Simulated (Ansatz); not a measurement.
**How Mo(110) screens a field**

Aim: image plane and induced charge of Mo(110).

Calculated with Ansatz 0.2.0; plane-wave DFT, r2SCAN, Ansatz PAW.

## (1) The structure

The cell holds 7 atoms: 7 Mo. Its edges and angles: a = 2.728 Å, b = 2.728 Å, c = 31.364 Å, α = 90.0°, β = 90.0°, γ = 70.5°. Vacuum lies along c.

## (2) Atoms held, field 0

A sawtooth potential applies the field, turning back in the middle of the vacuum. With the dipole correction the typed value is the field outside the slab. The induced dipole is small, so the SCF threshold is tight.

Contents of input.yaml:

```yaml
crystal:
  lattice:
    - [2.2273863607, -1.575, 0.0]
    - [2.2273863607, 1.575, 0.0]
    - [0.0, 0.0, 31.3643181644]
  atoms:
    - { symbol: Mo, position: [0.0, 0.0, 0.2869502838] }
    - { symbol: Mo, position: [0.5, 0.5, 0.3579668559] }
    - { symbol: Mo, position: [0.0, 0.0, 0.4289834279] }
    - { symbol: Mo, position: [0.5, 0.5, 0.5] }
    - { symbol: Mo, position: [0.0, 0.0, 0.5710165721] }
    - { symbol: Mo, position: [0.5, 0.5, 0.6420331441] }
    - { symbol: Mo, position: [0.0, 0.0, 0.7130497162] }
kpoints:
  mp_grid: { grid: [20, 20, 1] }
hamiltonian:
  xc: r2scan
scf:
  occupations: { method: fermi_dirac, width: 0.1 }
  convergence: { dr2_threshold: 1.0e-10 }
efield:
  axis: 3
  dipole_correction: true
  ramp_position: 0.97
  ramp_width: 0.06
  amplitude: 0
output:
  forces: true
  write_potential: true
  write_density: true
  volumetric_format: npy
```

The run is started by

```bash
ansatz run input.yaml --threads 4 --pin off --max-ram 6144MiB --backend cpu --events-out ev --progress --plain --runs-dir out
```

Numbers of over 12 decimals in the logs are rounded to 6 here.

Output:

```text
Engine: ansatz 0.2.0, aarch64-unknown-linux-gnu
Pseudopotentials: kind: paw
Pseudopotential: Mo, paw, valence charge 14, recommended cutoff 500 eV (meta_gga), Mo.paw.azcp
Functional definition: r2SCAN
  parameter k0 = 0.174
  parameter k1 = 0.065
  parameter a1 = 4.9479
  exchange = r2scan_x(k0 = k0, k1 = k1, a1 = a1)
  correlation = r2scan_c
Crystal: 7 atoms, lattice volume = 220.060 Å³
Basis set: ecut = 500 eV, 5491 PW (Γ), exchange–correlation on 80×80×960 points (64 copies of the dense FFT grid, shifted against one another)
Bands: 59, of which v1, the nominal top of the filled ones, is band 49 counted from 1 (48 counted from 0)
Symmetry: 4 space group operations
k-points: 111 of 400
Non-local potential: Mo, projectors of the file, l = 0: 3, l = 1: 2, l = 2: 2, l = 3: 1
PAW form: soft (Blöchl's): semilocal exchange-correlation on the pseudo side does not see the compensation charge
PAW frozen core: Mo, regenerated for the run's functional (the file was generated under x = pbe(κ = 0.804, μ = 0.219515), c = pbe(β = 0.066725))
PAW one-centre angular grid: Mo, 590 points (default); XC on 160 Gauss nodes
Initial density: superposition of atomic densities (neutral atoms: chi_scale 0, normalization atom), corrected by the library's trained network
Initial wavefunctions: pseudopotential atomic-orbital guess
Functional: x = r2scan, c = r2scan; τ floored in thin density (d = 2e-4 eV/Å³)
SCF iter   1: F=—  HF=-34770.538546 eV  |F-HF|=—  |Δ(HF+E_count)|=         —  Δρ=7.68e-3  dr2=2.45e-1  dr2_τ=1.42e-1  ethr=1.77e-3  p=-0.000 e·Å  D=-1.49e-13 V/Å  ΔV_dip=0.00 eV  dr2_dipole=7.35e-8  V_vac-E_F(+/−)=4.84/4.84 eV  ⟨swp⟩=8.3  Hψ=67441  notcnv=0  defer=84
efield: sawtooth ramp at fractional position 0.9700 (set: `efield.ramp_position`, or a place that a band, a saddle search or an elastic batch's reference lends), width 0.0600; the density the first Hamiltonian is built on has a dipole p = -0.000 e·Å; the dipole correction subtracts the counter field D = -1.49e-13 V/Å, which shifts the + side's vacuum level by +0.00 eV against the − side's; the planar-averaged density in the ramp window peaks in size at 2.0e-5 e/Å³
automatic band count: the SCF goes on with 69 bands, as 59 were too few: the levels above may hold too much charge
preconditioner: auto → LDOS  [metal: Δε(μ)=0.005 eV  Ē_g=5.588 eV  σ=0.100 eV  W_gap=0.01  n_scr=22 (ndim 8)  ℏωp=16.2 eV  f_vac=0.454  D(μ)=5.24/eV (n_scr^D=20)  β→1.0]
SCF iter   2: F=—  HF=-34770.549067 eV  |F-HF|=—  |Δ(HF+E_count)|=   1.05e-2  Δρ=4.16e-3  dr2=7.11e-2  dr2_τ=1.05e-2  ethr=2.50e-4  p=-0.000 e·Å  D=-4.84e-6 V/Å  ΔV_dip=0.00 eV  dr2_dipole=5.52e-8  V_vac-E_F(+/−)=4.70/4.70 eV  ⟨swp⟩=2.4  Hψ=15982  notcnv=0  defer=246
SCF iter   3: F=—  HF=-34770.538620 eV  |F-HF|=—  |Δ(HF+E_count)|=   1.04e-2  Δρ=8.50e-4  dr2=1.96e-3  dr2_τ=1.50e-4  ethr=7.25e-5  p=-0.000 e·Å  D=-3.36e-6 V/Å  ΔV_dip=0.00 eV  dr2_dipole=1.04e-8  V_vac-E_F(+/−)=4.73/4.72 eV  ⟨swp⟩=3.3  Hψ=16363  notcnv=0  defer=246
SCF iter   4: F=—  HF=-34770.538713 eV  |F-HF|=—  |Δ(HF+E_count)|=   9.34e-5  Δρ=3.08e-4  dr2=3.50e-4  dr2_τ=2.10e-5  ethr=2.00e-6  p=-0.000 e·Å  D=-1.84e-6 V/Å  ΔV_dip=0.00 eV  dr2_dipole=1.71e-10  V_vac-E_F(+/−)=4.71/4.71 eV  ⟨swp⟩=2.4  Hψ=12223  notcnv=0  defer=246
SCF iter   5: F=—  HF=-34770.538738 eV  |F-HF|=—  |Δ(HF+E_count)|=   2.46e-5  Δρ=1.04e-4  dr2=3.91e-5  dr2_τ=5.29e-6  ethr=3.57e-7  p=-0.000 e·Å  D=-9.67e-7 V/Å  ΔV_dip=0.00 eV  dr2_dipole=1.23e-10  V_vac-E_F(+/−)=4.71/4.71 eV  ⟨swp⟩=3.5  Hψ=14476  notcnv=0  defer=246
SCF iter   6: F=—  HF=-34770.538749 eV  |F-HF|=—  |Δ(HF+E_count)|=   1.17e-5  Δρ=3.57e-5  dr2=3.89e-6  dr2_τ=1.53e-7  ethr=3.99e-8  p=-0.000 e·Å  D=-6.58e-7 V/Å  ΔV_dip=0.00 eV  dr2_dipole=2.43e-11  V_vac-E_F(+/−)=4.71/4.71 eV  ⟨swp⟩=2.2  Hψ=10112  notcnv=0  defer=246
SCF iter   7: F=—  HF=-34770.538563 eV  |F-HF|=—  |Δ(HF+E_count)|=   1.86e-4  Δρ=1.59e-5  dr2=1.03e-6  dr2_τ=4.82e-8  ethr=3.97e-9  p=-0.000 e·Å  D=-3.90e-7 V/Å  ΔV_dip=0.00 eV  dr2_dipole=1.89e-12  V_vac-E_F(+/−)=4.70/4.70 eV  ⟨swp⟩=3.0  Hψ=14333  notcnv=0  defer=246
SCF iter   8: F=—  HF=-34770.538564 eV  |F-HF|=—  |Δ(HF+E_count)|=   5.86e-7  Δρ=3.92e-6  dr2=5.56e-8  dr2_τ=4.42e-9  ethr=1.05e-9  p=-0.000 e·Å  D=-1.30e-7 V/Å  ΔV_dip=0.00 eV  dr2_dipole=2.42e-15  V_vac-E_F(+/−)=4.70/4.70 eV  ⟨swp⟩=2.4  Hψ=10972  notcnv=0  defer=246
SCF iter   9: F=—  HF=-34770.538564 eV  |F-HF|=—  |Δ(HF+E_count)|=   1.29e-8  Δρ=1.12e-6  dr2=7.97e-9  dr2_τ=3.08e-10  ethr=5.67e-11  p=-0.000 e·Å  D=-6.04e-8 V/Å  ΔV_dip=0.00 eV  dr2_dipole=7.38e-15  V_vac-E_F(+/−)=4.70/4.70 eV  ⟨swp⟩=3.0  Hψ=14655  notcnv=0  defer=246
SCF iter  10: F=—  HF=-34770.538564 eV  |F-HF|=—  |Δ(HF+E_count)|=   3.92e-9  Δρ=4.36e-7  dr2=8.92e-10  dr2_τ=9.43e-11  ethr=8.13e-12  p=-0.000 e·Å  D=-1.98e-8 V/Å  ΔV_dip=0.00 eV  dr2_dipole=3.97e-16  V_vac-E_F(+/−)=4.70/4.70 eV  ⟨swp⟩=2.8  Hψ=12155  notcnv=0  defer=246
SCF iter  11: F=—  HF=-34770.538564 eV  |F-HF|=—  |Δ(HF+E_count)|=  9.46e-11  Δρ=1.28e-7  dr2=1.32e-10  dr2_τ=9.43e-12  ethr=1.00e-12  p=-0.000 e·Å  D=-8.93e-9 V/Å  ΔV_dip=0.00 eV  dr2_dipole=6.53e-16  V_vac-E_F(+/−)=4.70/4.70 eV  ⟨swp⟩=2.9  Hψ=13266  notcnv=0  defer=246
SCF iter  12: F=-34770.538564 eV  HF=-34770.538564 eV  |F-HF|=1.02e-10  |Δ(HF+E_count)|=  5.82e-10  Δρ=5.33e-8  dr2=1.05e-11  dr2_τ=1.72e-12  ethr=1.00e-12  p=-0.000 e·Å  D=-2.53e-9 V/Å  ΔV_dip=0.00 eV  dr2_dipole=2.78e-17  V_vac-E_F(+/−)=4.70/4.70 eV  ⟨swp⟩=15.0  Hψ=42968  notcnv=0
SCF 1 converged in 12 iterations: F = -34770.538564 eV  dr2 = 1.05e-11
  greatest PAW one-centre occupation: 0.997 electrons in one spin orbital (limit 2), on the Mo atom at site 6 (counted from 0), in its partial waves of l = 0
WARN: The output density's exchange-correlation potential varies sharply where the density is thin. Do not read a vacuum level from v_tot or v_xc, or from such a field of the output density. On a cell that repeats whose density bears no net charge and no dipole along the vacuum's axis use v_es (v_loc + v_h of the components); under efield.dipole_correction with no amplitude use v_es + v_field, which holds any externa [...]
SCF converged after 12 iterations
Free energy (F): -34770.538564 eV
Harris-Foulkes:  -34770.538564 eV  (|F-HF|=1.02e-10)
Internal energy: -34770.366319 eV  (E = F + TS)
E sigma→0 (E₀):  -34770.452441 eV
Entropy (-TS):   -0.172245 eV (-24.606 meV/atom)
Fermi energy:    8.182723 eV
Dipole field:    D = 0.000000 V/Å  (p = 0.000000 e·Å, saw-weighted, corrected)
Work function:   Φ+ = 4.7035 eV   Φ− = 4.7035 eV
Levels:          The Fermi level and band energies are counted from a zero that moves with the ramp; work functions are not
--- Per-component energies (eV) ---
  E_band       = -1727.225652
  E_kinetic    = 3072.471348
  E_local      = -171255.061259  (includes V_loc(G=0)·N_el)
  E_nonlocal   = 997.584795
  E_hartree    = 84069.212936
  E_xc         = -1245.306542
  E_vxc        = -1788.110411  (∫ρ·V_xc dr)
  E_paw        = -22520.353299  (= ΣΔE_a)
  E_vpaw       = -1011.437204  (= ΣTr[D̂ρ^β])
  E_aug_tail   = 0.000021  (compensation charges beyond the density's cutoff)
  E_vtau       = 118.901517  (kinetic-family band-sum trace: ∫τ·v_τ [+ j·A + Jᵃ·Aᵃ] dr)
  E_efield     = 0.000000  (sawtooth field / dipole correction)
  E_vefield    = 0.000000  (∫n·V_field dr)
  E_ewald      = 72112.634106
  E_core_change = -1.548426  (= ΣΔE_core)
  E_smearing   = -0.172245  (= −TS)
  E_closure    = 0.000000  (closes the sum)
  Σ components = -34770.538564   (vs F -34770.538564, Δ=0.00e0)
--- Forces (eV/Å), atoms counted from 1 ---
  atom   1  Mo     0.00000000     0.00000000     0.66892409
  atom   2  Mo     0.00000000    -0.00000000    -0.68417907
  atom   3  Mo     0.00000000    -0.00000000    -0.01667820
  atom   4  Mo     0.00000000    -0.00000000    -0.00000001
  atom   5  Mo     0.00000000     0.00000000     0.01667821
  atom   6  Mo     0.00000000     0.00000000     0.68417908
  atom   7  Mo     0.00000000    -0.00000000    -0.66892410
  max |Σ_I F_I| component: 8.56e-10 eV/Å
--- Band table (eV; the first three rows and the last of 111) ---
  k-point 0: bands = [... 45 lower, 6.7357, 6.9291, 7.0802, 7.4794, 7.9532, 8.3681, 8.8081, 9.4316, ... 16 higher]
  k-point 1: bands = [... 45 lower, 6.7686, 6.9638, 7.0097, 7.5861, 7.8001, 8.4847, 8.6045, 9.1246, ... 16 higher]
  k-point 2: bands = [... 45 lower, 6.6488, 7.0233, 7.1229, 7.5017, 7.7841, 8.2180, 8.4806, 8.8059, ... 16 higher]
  k-point 110: bands = [... 45 lower, 8.6194, 8.6819, 9.0480, 9.2318, 9.4129, 9.5565, 9.8412, 10.4991, ... 16 higher]
```

The job ended after 1.9 min (4 threads of Arm Neoverse V2, shared host; peak memory 1.9 GiB).

In the SCF lines HF is the Harris–Foulkes energy and dr2 the Hartree energy of the density residual, in eV; the loop may stop once dr2 is under the threshold and the program's other checks hold. Hψ counts applications of the Hamiltonian.

This step gave:

| Property | Result |
| --- | --- |
| energy at zero smearing | -34770.4524 eV |
| work function, upper face | 4.703 eV |
| dipole along the normal | 5.14e-9 e·Å |

Running mean over 2.227 Å of the planar mean; the ramp of the sawtooth is left out. Table of electron's electrostatic potential energy less the Fermi level by z:

```csv
z (Å),electron's electrostatic potential energy less the Fermi level (eV)
3.5,4.70
4.0,4.70
4.5,4.70
5.0,4.69
5.5,4.66
6.0,4.56
6.5,4.24
7.0,3.21
7.5,-0.109
8.0,-5.96
8.5,-10.8
9.0,-12.4
9.5,-12.6
10.0,-12.7
10.5,-12.8
11.0,-12.8
11.5,-12.9
12.0,-12.9
12.5,-12.8
13.0,-12.8
13.5,-12.8
14.0,-12.8
14.5,-12.8
15.0,-12.8
15.5,-12.8
16.0,-12.8
16.5,-12.8
17.0,-12.8
17.5,-12.8
18.0,-12.8
18.5,-12.8
19.0,-12.8
19.5,-12.9
20.0,-12.8
20.5,-12.8
21.0,-12.7
21.5,-12.6
22.0,-12.6
22.5,-12.2
23.0,-9.81
23.5,-4.29
24.0,1.12
24.5,3.62
25.0,4.37
25.5,4.60
26.0,4.67
26.5,4.69
27.0,4.70
27.5,4.70
28.0,4.70
```

Force by atom:

```csv
atom,x (eV/Å),y (eV/Å),z (eV/Å),size
Mo1,0.000,0.000,0.669,0.669
Mo2,0.000,0.000,-0.684,0.684
Mo3,0.000,0.000,-0.017,0.017
Mo4,0.000,0.000,0.000,0.000
Mo5,0.000,0.000,0.017,0.017
Mo6,0.000,0.000,0.684,0.684
Mo7,0.000,0.000,-0.669,0.669
```

The work function of the upper face is 4.70 eV.

## (3) Single point, field 0.05 V/Å

Edit input.yaml of step 2 so:

```diff
@@ -25,3 +25,3 @@
   ramp_width: 0.06
-  amplitude: 0
+  amplitude: 0.05
 output:
```

Output:

```text
[...]
Crystal: 7 atoms, lattice volume = 220.060 Å³
Basis set: ecut = 500 eV, 5491 PW (Γ), exchange–correlation on 80×80×960 points (64 copies of the dense FFT grid, shifted against one another)
Bands: 59, of which v1, the nominal top of the filled ones, is band 49 counted from 1 (48 counted from 0)
Symmetry: 4 space group operations
k-points: 111 of 400
[...]
k-point 0: bands = [... 45 lower, 6.7355, 6.9290, 7.0801, 7.4793, 7.9530, 8.3679, 8.8079, 9.4315, ... 16 higher]
  k-point 1: bands = [... 45 lower, 6.7685, 6.9636, 7.0096, 7.5859, 7.7999, 8.4846, 8.6044, 9.1245, ... 16 higher]
  k-point 2: bands = [... 45 lower, 6.6487, 7.0232, 7.1228, 7.5015, 7.7839, 8.2178, 8.4805, 8.8058, ... 16 higher]
  k-point 110: bands = [... 45 lower, 8.6192, 8.6818, 9.0478, 9.2317, 9.4128, 9.5564, 9.8411, 10.4990, ... 16 higher]
[key lines of the parts left out:]
SCF converged after 13 iterations
Free energy (F): -34770.539412 eV
Fermi energy:    8.182586 eV
Dipole field:    D = 0.027884 V/Å  (p = 0.033911 e·Å, saw-weighted, corrected)
```

Run time: 1.9 min. Hardware: 4 threads; peak memory 1.9 GiB; 7.6 min of CPU time.

The dipole is 0.0339 e·Å.

## (4) Atoms held, field -0.05 V/Å

Edit input.yaml of step 3 so:

```diff
@@ -25,3 +25,3 @@
   ramp_width: 0.06
-  amplitude: 0.05
+  amplitude: -0.05
 output:
```

Output:

```text
[...]
Crystal: 7 atoms, lattice volume = 220.060 Å³
Basis set: ecut = 500 eV, 5491 PW (Γ), exchange–correlation on 80×80×960 points (64 copies of the dense FFT grid, shifted against one another)
Bands: 59, of which v1, the nominal top of the filled ones, is band 49 counted from 1 (48 counted from 0)
Symmetry: 4 space group operations
k-points: 111 of 400
[...]
k-point 0: bands = [... 45 lower, 6.7355, 6.9290, 7.0801, 7.4793, 7.9530, 8.3679, 8.8079, 9.4315, ... 16 higher]
  k-point 1: bands = [... 45 lower, 6.7685, 6.9636, 7.0096, 7.5859, 7.7999, 8.4846, 8.6044, 9.1245, ... 16 higher]
  k-point 2: bands = [... 45 lower, 6.6487, 7.0232, 7.1228, 7.5015, 7.7839, 8.2178, 8.4805, 8.8058, ... 16 higher]
  k-point 110: bands = [... 45 lower, 8.6192, 8.6818, 9.0478, 9.2317, 9.4128, 9.5564, 9.8411, 10.4990, ... 16 higher]
[key lines of the parts left out:]
SCF converged after 13 iterations
Free energy (F): -34770.539412 eV
Fermi energy:    8.182586 eV
Dipole field:    D = -0.027884 V/Å  (p = -0.033911 e·Å, saw-weighted, corrected)
```

The job ended after 1.9 min (4 threads; peak memory 1.9 GiB).

The dipole is -0.0339 e·Å.

## (5) Atoms held, field 0.1 V/Å

Edit input.yaml of step 4 so:

```diff
@@ -25,3 +25,3 @@
   ramp_width: 0.06
-  amplitude: -0.05
+  amplitude: 0.1
 output:
```

Output:

```text
[...]
Crystal: 7 atoms, lattice volume = 220.060 Å³
Basis set: ecut = 500 eV, 5491 PW (Γ), exchange–correlation on 80×80×960 points (64 copies of the dense FFT grid, shifted against one another)
Bands: 59, of which v1, the nominal top of the filled ones, is band 49 counted from 1 (48 counted from 0)
Symmetry: 4 space group operations
k-points: 111 of 400
[...]
k-point 0: bands = [... 45 lower, 6.7351, 6.9285, 7.0796, 7.4789, 7.9525, 8.3675, 8.8075, 9.4311, ... 16 higher]
  k-point 1: bands = [... 45 lower, 6.7680, 6.9631, 7.0093, 7.5855, 7.7995, 8.4841, 8.6040, 9.1242, ... 16 higher]
  k-point 2: bands = [... 45 lower, 6.6483, 7.0227, 7.1224, 7.5010, 7.7835, 8.2172, 8.4802, 8.8054, ... 16 higher]
  k-point 110: bands = [... 45 lower, 8.6188, 8.6814, 9.0474, 9.2312, 9.4124, 9.5560, 9.8407, 10.4986, ... 16 higher]
[key lines of the parts left out:]
SCF converged after 13 iterations
Free energy (F): -34770.541955 eV
Fermi energy:    8.182170 eV
Dipole field:    D = 0.055775 V/Å  (p = 0.067830 e·Å, saw-weighted, corrected)
```

Run time: 1.9 min. Hardware: 4 threads; peak memory 1.9 GiB.

The dipole is 0.0678 e·Å.

## (6) Single point, field -0.1 V/Å

Edit input.yaml of step 5 so:

```diff
@@ -25,3 +25,3 @@
   ramp_width: 0.06
-  amplitude: 0.1
+  amplitude: -0.1
 output:
```

Output:

```text
[...]
Crystal: 7 atoms, lattice volume = 220.060 Å³
Basis set: ecut = 500 eV, 5491 PW (Γ), exchange–correlation on 80×80×960 points (64 copies of the dense FFT grid, shifted against one another)
Bands: 59, of which v1, the nominal top of the filled ones, is band 49 counted from 1 (48 counted from 0)
Symmetry: 4 space group operations
k-points: 111 of 400
[...]
k-point 0: bands = [... 45 lower, 6.7351, 6.9285, 7.0796, 7.4789, 7.9525, 8.3675, 8.8075, 9.4311, ... 16 higher]
  k-point 1: bands = [... 45 lower, 6.7680, 6.9631, 7.0093, 7.5855, 7.7995, 8.4841, 8.6040, 9.1242, ... 16 higher]
  k-point 2: bands = [... 45 lower, 6.6483, 7.0227, 7.1224, 7.5010, 7.7835, 8.2172, 8.4802, 8.8054, ... 16 higher]
  k-point 110: bands = [... 45 lower, 8.6188, 8.6814, 9.0474, 9.2312, 9.4124, 9.5560, 9.8407, 10.4986, ... 16 higher]
[key lines of the parts left out:]
SCF converged after 13 iterations
Free energy (F): -34770.541955 eV
Fermi energy:    8.182170 eV
Dipole field:    D = -0.055775 V/Å  (p = -0.067830 e·Å, saw-weighted, corrected)
```

Run time: 1.9 min. Hardware: 4 threads; peak memory 1.9 GiB; 7.7 min of CPU time.

The dipole is -0.0678 e·Å.

## (7) Single point, field 0.2 V/Å

Edit input.yaml of step 6 so:

```diff
@@ -25,3 +25,3 @@
   ramp_width: 0.06
-  amplitude: -0.1
+  amplitude: 0.2
 output:
```

Output:

```text
[...]
Crystal: 7 atoms, lattice volume = 220.060 Å³
Basis set: ecut = 500 eV, 5491 PW (Γ), exchange–correlation on 80×80×960 points (64 copies of the dense FFT grid, shifted against one another)
Bands: 59, of which v1, the nominal top of the filled ones, is band 49 counted from 1 (48 counted from 0)
Symmetry: 4 space group operations
k-points: 111 of 400
[...]
k-point 0: bands = [... 45 lower, 6.7335, 6.9269, 7.0778, 7.4772, 7.9504, 8.3658, 8.8056, 9.4297, ... 16 higher]
  k-point 1: bands = [... 45 lower, 6.7664, 6.9611, 7.0078, 7.5837, 7.7975, 8.4820, 8.6025, 9.1229, ... 16 higher]
  k-point 2: bands = [... 45 lower, 6.6465, 7.0209, 7.1207, 7.4990, 7.7818, 8.2150, 8.4790, 8.8040, ... 16 higher]
  k-point 110: bands = [... 45 lower, 8.6171, 8.6797, 9.0457, 9.2296, 9.4107, 9.5543, 9.8390, 10.4969, ... 16 higher]
[key lines of the parts left out:]
SCF converged after 14 iterations
Free energy (F): -34770.552130 eV
Fermi energy:    8.180478 eV
Dipole field:    D = 0.111564 V/Å  (p = 0.135677 e·Å, saw-weighted, corrected)
```

Run time: 2.1 min. Hardware: 4 threads; peak memory 1.9 GiB.

The dipole is 0.136 e·Å.

## (8) Atoms held, field -0.2 V/Å

Edit input.yaml of step 7 so:

```diff
@@ -25,3 +25,3 @@
   ramp_width: 0.06
-  amplitude: 0.2
+  amplitude: -0.2
 output:
```

Output:

```text
[...]
Crystal: 7 atoms, lattice volume = 220.060 Å³
Basis set: ecut = 500 eV, 5491 PW (Γ), exchange–correlation on 80×80×960 points (64 copies of the dense FFT grid, shifted against one another)
Bands: 59, of which v1, the nominal top of the filled ones, is band 49 counted from 1 (48 counted from 0)
Symmetry: 4 space group operations
k-points: 111 of 400
[...]
k-point 0: bands = [... 45 lower, 6.7335, 6.9269, 7.0778, 7.4772, 7.9504, 8.3658, 8.8056, 9.4297, ... 16 higher]
  k-point 1: bands = [... 45 lower, 6.7664, 6.9611, 7.0078, 7.5837, 7.7975, 8.4820, 8.6025, 9.1229, ... 16 higher]
  k-point 2: bands = [... 45 lower, 6.6465, 7.0209, 7.1207, 7.4990, 7.7818, 8.2150, 8.4790, 8.8040, ... 16 higher]
  k-point 110: bands = [... 45 lower, 8.6171, 8.6797, 9.0457, 9.2296, 9.4107, 9.5543, 9.8390, 10.4969, ... 16 higher]
[key lines of the parts left out:]
SCF converged after 14 iterations
Free energy (F): -34770.552130 eV
Fermi energy:    8.180478 eV
Dipole field:    D = -0.111564 V/Å  (p = -0.135677 e·Å, saw-weighted, corrected)
```

Wall time 2.1 min (4 threads); peak memory 1.9 GiB; 8.4 min of CPU time.

The dipole is -0.136 e·Å.

(Part 1 of 2 ends here.)

[Logs are printed without paths, hosts, clocks, repeated set-up lines and the standing remarks that a program may print on its own settings, such as how far it seeks lower states.]

[Hosts, paths, dates, database ids (printed as entryN), source tags and the programs' standing remarks are cut or masked in the printed files.]

[Maps of the electrostatic potential energy from Ansatz leave out the sawtooth potential of an applied field or a dipole correction, so their vacuum need not be flat; planar profiles and work functions include it.]
